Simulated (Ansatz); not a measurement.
System: SiO2 (P3_221).

The structure is trigonal, space group P3_221 (No. 154). Conventional cell: a = 4.916 Å, b = 4.916 Å, c = 5.408 Å, α = 90.00°, β = 90.00°, γ = 120.00°. Nearest to Si lie 4 O at 1.61 Å. O has 2 Si at 1.61 Å nearest. Farther neighbours and most contacts between anions are not listed.

```
Si O
1.0
     4.91636    0.00000    0.00000
    -2.45818    4.25769    0.00000
     0.00000    0.00000    5.40840
Si O
3 6
Direct
  0.46973 0.00000 0.66667
  0.00000 0.46973 0.33333
  0.53027 0.53027 0.00000
  0.41354 0.26758 0.78558
  0.73242 0.14596 0.45225
  0.85404 0.58646 0.11891
  0.26758 0.41354 0.21442
  0.14596 0.73242 0.54775
  0.58646 0.85404 0.88109
```

The cell and positions come from the Crystallography Open Database and are kept as given unless a step says otherwise.

Gaps computed with Ansatz 0.2.0 without a self-energy: PBE 5.99 eV and r2SCAN 6.64 eV. The mean ε∞ by PBE perturbation theory is 2.46.

What gap should G0W0 on PBE give (6×6×4 mesh, 620 empty bands, screening to 180 eV, PAW set soft_1 files)?

About 9.00 eV: on its mesh the run moves the gap from 5.99 eV by +3.01 eV. Among the scalar-relativistic levels given, r2SCAN is nearest (−2.36 eV). One-shot corrections scale roughly with one over ε∞, here 0.41. Bands and cutoff are finite, so the gap is not at the basis limit. The miss can reach some tenths of an eV and take either sign; the mesh is an error of its own.

[Paths, hosts, dates, memory and timing lines, banners, echoed tables and standing remarks are left out of the program output.]

[Logs are printed without paths, hosts, clocks, repeated set-up lines and the standing remarks that a program may print on its own settings, such as how far it seeks lower states.]

[Runs of the session that timed out or met a known fault of the program may be left out.]

[Cells called generated may have been cut or substituted from an entry of the Crystallography Open Database or the Materials Project.]

[Hosts, paths, dates, database ids (printed as entryN), source tags and the programs' standing remarks are cut or masked in the printed files.]
